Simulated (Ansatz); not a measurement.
# The Zr2NOS MXene bilayer (AA) between two gates, part 3 of 3

How do the bands of the Zr2NOS MXene bilayer (AA) follow a displacement field between two gates?

Ansatz 0.2.0; plane-wave DFT, LDA, Ansatz PAW.

So far. Step 6 (Gated layer, displacement field 2.17 V/nm): There is no gap.

## Step 7: Gated layer, displacement field 4.34 V/nm

Contents of input.yaml:

```yaml
crystal:
  lattice:
    - [3.3016132151, 0.0, 0.0]
    - [-1.6508066076, 2.8592809178, 0.0]
    - [0.0, 0.0, 56.6154400106]
  atoms:
    - { symbol: S, position: [0.3333333333, 0.6666666667, 0.3903528789] }
    - { symbol: Zr, position: [0.6666666667, 0.3333333333, 0.4183372677] }
    - { symbol: "N", position: [0.0, 0.0, 0.4418529526] }
    - { symbol: Zr, position: [0.3333333333, 0.6666666667, 0.4653183143] }
    - { symbol: O, position: [0.6666666667, 0.3333333333, 0.4788676973] }
    - { symbol: S, position: [0.3333333333, 0.6666666667, 0.5192617692] }
    - { symbol: Zr, position: [0.6666666667, 0.3333333333, 0.5476657946] }
    - { symbol: "N", position: [0.0, 0.0, 0.5711153622] }
    - { symbol: Zr, position: [0.3333333333, 0.6666666667, 0.5935659615] }
    - { symbol: O, position: [0.6666666667, 0.3333333333, 0.6096471211] }
  periodic: [true, true, false]
  symmetry: { detect: true }
kpoints:
  mp_grid: { grid: [30, 30, 1] }
  band_path:
    path: [[0, 0, 0], [0.5, 0, 0], [0.33333333, 0.33333333, 0], [0, 0, 0]]
    npoints: 16
hamiltonian:
  xc: lda
scf:
  occupations: { method: fermi_dirac, width: 0.05 }
  convergence: { dr2_threshold: 1.0e-10 }
output:
  forces: true
  eigenvalues: true
  dos: { projected: true, e_range: [-3, 3], de: 0.01 }
  write_potential: true
  write_density: true
  volumetric_format: npy
  elf: true
external_charges:
  - { charge: 0, barrier: 10, axis: 3, height: 37.015, sigma: 0.25 }
  - { charge: -0.022657, axis: 3, height: 38.515, sigma: 0.33 }
  - { charge: 0, barrier: 10, axis: 3, height: 19.6, sigma: 0.25 }
  - { charge: 0.022657, axis: 3, height: 18.1, sigma: 0.33 }
```

On the command line:

```sh
$ ansatz run input.yaml --threads 4 --pin off --max-ram 12288MiB --backend cpu --events-out ev --progress --plain --runs-dir out
```

Numbers of over 12 decimals in the logs are rounded to 6 here.

Output:

```text
[...]
Crystal: 10 atoms, lattice volume = 534.463 Å³
Basis set: ecut = 420 eV, 10617 PW (Γ)
Bands: 51, of which v1, the nominal top of the filled ones, is band 41 counted from 1 (40 counted from 0)
Symmetry: 6 space group operations
[...]
k-points: 91 of 900 (time reversal used)
[...]
--- Band table (eV; the first three rows and the last of 91) ---
  k-point 0: bands = [... 37 lower, -6.4229, -6.2967, -6.2967, -4.8758, -4.8758, -4.8465, -4.7809, -4.7809, ... 6 higher]
  k-point 1: bands = [... 37 lower, -6.4598, -6.3695, -6.3333, -4.9143, -4.8495, -4.8285, -4.7210, -4.7050, ... 6 higher]
  k-point 2: bands = [... 37 lower, -6.5519, -6.5434, -6.4267, -5.0046, -4.8824, -4.6995, -4.5681, -4.5523, ... 6 higher]
  k-point 90: bands = [... 37 lower, -8.5066, -8.1866, -8.1517, -4.4833, -4.3675, -4.0371, -3.7856, -3.2632, ... 6 higher]
[key lines of the parts left out:]
SCF converged after 15 iterations
Free energy (F): -19923.705514 eV
Fermi energy:    -5.325090 eV
```

The job ended after 2.3 min (4 threads of Arm Neoverse V2, shared host; peak memory 2 GiB; 9.2 min of CPU time).

Running mean over a fixed 2.5 Å (it still follows the layers) of the planar mean; beyond a gate it holds the 10 eV model barrier. The electron's electrostatic potential energy less the Fermi level by z:

```tsv
z (Å)	electron's electrostatic potential energy less the Fermi level (eV)
4	14.3
6	14.3
8	14.3
10	14.3
12	14.3
14	14.3
16	14.3
18	14.4
20	8.16
22	-3.66
24	-10.8
26	-12.4
28	-3.34
30	-8.99
32	-10.9
34	-10.5
36	4.99
38	14.9
40	16.3
42	16.3
44	16.3
46	16.3
48	16.3
50	16.3
52	16.3
```

There is no gap.

## Step 8: The series together

This step: plane-wave DFT, LDA, Ansatz PAW; response to a displacement field between two gates (Ansatz 0.2.0).

The potential behind each gate is read from every run and counted from the uncharged case.

This step gave:

- electrostatic distance between the gates: 6.653 Å
- geometric distance between the gates: 20.42 Å

Electron's potential behind the upper gate less behind the lower, less the value without field. The step of the electron's potential energy between the gates by displacement field D/eps0:

```tsv
displacement field D/eps0 (V/nm)	step of the electron's potential energy between the gates (eV)
0.00	0
0.54	0.361
1.09	0.722
2.17	1.44
4.34	2.89
```

By hand: 4.34 V/nm over the 20.42 Å between the sheets would give 8.87 V in vacuum; the run has 2.89 V, as over 6.65 Å.

## Step 9: The same run with other settings

This step: plane-wave DFT, LDA, Ansatz PAW (Ansatz 0.2.0).

An input spoilt on purpose, to show how the run answers: it repeats the earlier run at 0.543 V/nm with scf.occupations from method: fermi_dirac, width: 0.05 to method: gaussian, width: 1.0, and scf.max_iter set to 60.

Changes to input.yaml since step 7:

```diff
@@ -26,4 +26,5 @@
 scf:
-  occupations: { method: fermi_dirac, width: 0.05 }
+  occupations: { method: gaussian, width: 1.0 }
   convergence: { dr2_threshold: 1.0e-10 }
+  max_iter: 60
 output:
@@ -31,3 +32,2 @@
   eigenvalues: true
-  dos: { projected: true, e_range: [-3, 3], de: 0.01 }
   write_potential: true
@@ -35,7 +35,6 @@
   volumetric_format: npy
-  elf: true
 external_charges:
   - { charge: 0, barrier: 10, axis: 3, height: 37.015, sigma: 0.25 }
-  - { charge: -0.022657, axis: 3, height: 38.515, sigma: 0.33 }
+  - { charge: -0.002832, axis: 3, height: 38.515, sigma: 0.33 }
   - { charge: 0, barrier: 10, axis: 3, height: 19.6, sigma: 0.25 }
-  - { charge: 0.022657, axis: 3, height: 18.1, sigma: 0.33 }
+  - { charge: 0.002832, axis: 3, height: 18.1, sigma: 0.33 }
```

Output:

```text
band count auto-derived: 63 (N_el = 82.0; filled up to band 41; 51 by the electrons, moments and atoms)
[...]
Crystal: 10 atoms, lattice volume = 534.463 Å³
Basis set: ecut = 420 eV, 10617 PW (Γ)
Bands: 63, of which v1, the nominal top of the filled ones, is band 41 counted from 1 (40 counted from 0)
Symmetry: 6 space group operations
[...]
k-points: 91 of 900 (time reversal used)
[...]
SCF iter   1: F=—  HF=-19932.975534 eV  |F-HF|=—  |Δ(HF+E_count)|=         —  Δρ=6.78e-2  dr2=3.19e1  ethr=3.10e-3  ⟨swp⟩=16.0  Hψ=48764  notcnv=0
[...]
SCF iter  13: F=-19924.354397 eV  HF=-19924.354397 eV  |F-HF|=3.46e-10  |Δ(HF+E_count)|=   2.19e-9  Δρ=8.78e-8  dr2=3.45e-11  ethr=1.00e-12  ⟨swp⟩=30.7  Hψ=59247  notcnv=0
SCF 1 converged in 13 iterations: F = -19924.354397 eV  dr2 = 3.45e-11
[...]
SCF converged after 13 iterations
Free energy (F): -19924.354397 eV
[...]
Internal energy: -19923.130670 eV  (E = F + TS)
E sigma→0 (E₀):  -19923.742533 eV
Entropy (-TS):   -1.223726 eV (-122.373 meV/atom)
Fermi energy:    -5.303833 eV
[...]
--- Forces (eV/Å), atoms and charges each counted from 1 ---
  atom   1  S     -0.00000000    -0.00000000    -0.00581228
  atom   2  Zr     0.00000000     0.00000000     0.21090349
  atom   3  N     -0.00000000     0.00000000    -0.16028073
  atom   4  Zr    -0.00000000     0.00000000     0.05634732
  atom   5  O     -0.00000000     0.00000000    -0.06762512
  atom   6  S      0.00000000    -0.00000000    -0.02178418
  atom   7  Zr     0.00000000     0.00000000     0.15734739
  atom   8  N     -0.00000000     0.00000000    -0.13266622
  atom   9  Zr    -0.00000000     0.00000000     0.18838305
  atom  10  O      0.00000000     0.00000000    -0.16718504
  external charge   1     0.00000000     0.00000000     0.02880906
  external charge   2     0.00000000     0.00000000    -0.00007709
  external charge   3     0.00000000     0.00000000    -0.08711937
  external charge   4     0.00000000     0.00000000     0.00007654
  max |Σ_I F_I| component, the external charges' with the atoms': 6.83e-4 eV/Å
--- Band table (eV; the first three rows and the last of 91) ---
  k-point 0: bands = [... 37 lower, -6.3579, -6.1817, -6.1817, -4.7684, -4.7684, -4.7274, -4.6031, -4.6031, ... 18 higher]
  k-point 1: bands = [... 37 lower, -6.3936, -6.2556, -6.2189, -4.8070, -4.7199, -4.6968, -4.5691, -4.5453, ... 18 higher]
  k-point 2: bands = [... 37 lower, -6.4839, -6.4312, -6.3137, -4.8932, -4.7190, -4.5896, -4.4470, -4.3950, ... 18 higher]
  k-point 90: bands = [... 37 lower, -8.4074, -8.0873, -8.0277, -4.3653, -4.1666, -3.9314, -3.6277, -3.1738, ... 18 higher]
```

Elapsed: 2.8 min, on 4 threads; peak memory 2.4 GiB; 11 min of CPU time.

```tsv
quantity	this run	earlier run	difference
potential beyond the upper barrier and gate, less the barrier, from the Fermi level (eV)	5.069	4.991	0.078
```

It moves by +0.078 eV.

The fault (a smearing of electronvolts) shows in the results, which are not taken further.

## Step 10: Varying the input: scf.eigensolver.kind = "davidson"

Another changed input: it repeats the earlier run at 0.543 V/nm with scf.eigensolver.kind to davidson.

Changes to input.yaml since step 9:

```diff
@@ -26,5 +26,5 @@
 scf:
-  occupations: { method: gaussian, width: 1.0 }
+  occupations: { method: fermi_dirac, width: 0.05 }
   convergence: { dr2_threshold: 1.0e-10 }
-  max_iter: 60
+  eigensolver: { kind: davidson }
 output:
```

Output:

```text
[...]
Crystal: 10 atoms, lattice volume = 534.463 Å³
Basis set: ecut = 420 eV, 10617 PW (Γ)
Bands: 51, of which v1, the nominal top of the filled ones, is band 41 counted from 1 (40 counted from 0)
Symmetry: 6 space group operations
[...]
k-points: 91 of 900 (time reversal used)
[...]
SCF iter  15: F=-19923.718758 eV  HF=-19923.718758 eV  |F-HF|=4.62e-10  |Δ(HF+E_count)|=  2.07e-10  Δρ=8.67e-8  dr2=4.65e-11  ethr=1.52e-12 (applied; sched 1.00e-12)  ⟨swp⟩=4.4  Hψ=9644  notcnv=1
SCF 1 converged in 15 iterations: F = -19923.718758 eV  dr2 = 4.65e-11
  Residual-converged pass: ⟨swp⟩=10.9  Hψ=30592  notcnv=0  max |occ|·‖R‖ = 9.9e-9 eV (tolerance 1.0e-8 eV)  dr2=4.86e-11  dr2_onsite=1.26e-12  max |Δocc| = 3.2e-8
[...]
SCF converged after 15 iterations
Free energy (F): -19923.718758 eV
[...]
Internal energy: -19923.694389 eV  (E = F + TS)
E sigma→0 (E₀):  -19923.706573 eV
Entropy (-TS):   -0.024369 eV (-2.437 meV/atom)
Fermi energy:    -5.243637 eV
[...]
--- Forces (eV/Å), atoms and charges each counted from 1 ---
  atom   1  S      0.00000000    -0.00000000     0.07234034
  atom   2  Zr    -0.00000000     0.00000000     0.01955161
  atom   3  N      0.00000000     0.00000000    -0.00800458
  atom   4  Zr    -0.00000000     0.00000000    -0.00567406
  atom   5  O      0.00000000     0.00000000     0.00212460
  atom   6  S      0.00000000    -0.00000000     0.00917884
  atom   7  Zr    -0.00000000     0.00000000    -0.00729725
  atom   8  N     -0.00000000     0.00000000    -0.02014871
  atom   9  Zr     0.00000000     0.00000000     0.03488772
  atom  10  O     -0.00000000     0.00000000    -0.04055376
  external charge   1     0.00000000     0.00000000     0.02901667
  external charge   2     0.00000000     0.00000000    -0.00007709
  external charge   3     0.00000000     0.00000000    -0.08610774
  external charge   4     0.00000000     0.00000000     0.00007655
  max |Σ_I F_I| component, the external charges' with the atoms': 6.87e-4 eV/Å
--- Band table (eV; the first three rows and the last of 91) ---
  k-point 0: bands = [... 37 lower, -6.3440, -6.1912, -6.1912, -4.8058, -4.8058, -4.7656, -4.6990, -4.6990, ... 6 higher]
  k-point 1: bands = [... 37 lower, -6.3803, -6.2640, -6.2283, -4.8419, -4.7661, -4.7582, -4.6391, -4.6267, ... 6 higher]
  k-point 2: bands = [... 37 lower, -6.4711, -6.4369, -6.3226, -4.9306, -4.7970, -4.6291, -4.4861, -4.4764, ... 6 higher]
  k-point 90: bands = [... 37 lower, -8.3935, -8.1007, -8.0169, -4.4169, -4.2858, -3.9763, -3.7066, -3.1949, ... 6 higher]
```

Elapsed: 2.3 min, on 4 threads; peak memory 1.6 GiB.

Numbers from this step:

```yaml
energy_at_zero_smearing: -19923.7066 eV
potential_beyond_the_upper_barrier_and_gate_less_the_barrier_from_the_fermi_level: 4.991 eV
```

Electronic bands along the path, in eV, zero at the Fermi level:

```tsv
point	band 37	band 38	band 39	band 40	band 41	band 42	band 43	band 44
Γ	-1.10	-1.10	-0.95	-0.95	0.44	0.44	0.48	0.54
halfway	-2.52	-2.14	-1.70	-1.58	-0.60	-0.19	1.60	1.63
M	-2.77	-2.46	-1.83	-1.69	-1.17	-0.66	1.69	2.07
halfway	-3.06	-3.04	-2.59	-2.28	-0.17	0.25	1.72	1.91
K	-3.32	-3.15	-2.86	-2.77	0.83	0.96	1.27	1.54
halfway	-2.79	-2.51	-2.09	-1.85	0.18	0.45	0.55	0.82
Γ	-1.10	-1.10	-0.95	-0.95	0.44	0.44	0.48	0.54
```

Force by atom:

```tsv
atom	x (eV/Å)	y (eV/Å)	z (eV/Å)	size
S1	0.0000	0.0000	0.0723	0.0723
Zr2	0.0000	0.0000	0.0196	0.0196
N3	0.0000	0.0000	-0.0080	0.0080
Zr4	0.0000	0.0000	-0.0057	0.0057
O5	0.0000	0.0000	0.0021	0.0021
S6	0.0000	0.0000	0.0092	0.0092
Zr7	0.0000	0.0000	-0.0073	0.0073
N8	0.0000	0.0000	-0.0201	0.0201
Zr9	0.0000	0.0000	0.0349	0.0349
O10	0.0000	0.0000	-0.0406	0.0406
```

```tsv
quantity	this run	earlier run	difference
potential beyond the upper barrier and gate, less the barrier, from the Fermi level (eV)	4.991	4.991	0
```

Nothing in the table moves by 0.01 in its unit.

## Step 11: What came out

- gap with uncharged gates: none
- electrostatic distance between the gates: 6.65 Å
- geometric distance between the gates: 20.4 Å
- gap at 4.34 V/nm: none

What this shows: The stack has no gap, with or without a field of 4.3 V/nm. The layers screen the field: the voltage is that of a vacuum gap 13.8 Å narrower than the real distance. The gates are charged sheets behind model barriers, not atoms. Gaps are the smaller of those on the path and on the mesh; band edges between these points would make them smaller still. The first relaxation ran with spin and lost its moment, and the later runs have none; other magnetic states were not tried. Spin-orbit coupling is left out. The MXene's terminations sit over the metal atoms of its far layer; the site over carbon or nitrogen, which some compounds prefer, was not run. After relaxation neighbouring layers come as close as 2.3 Å along the normal, so they are bonded in part and no longer a van der Waals stack.

[Logs are printed without paths, hosts, clocks, repeated set-up lines and the standing remarks that a program may print on its own settings, such as how far it seeks lower states.]

[Hosts, paths, dates, database ids (printed as entryN), source tags and the programs' standing remarks are cut or masked in the printed files.]

[Maps of the electrostatic potential energy from Ansatz leave out the sawtooth potential of an applied field or a dipole correction, so their vacuum need not be flat; planar profiles and work functions include it.]
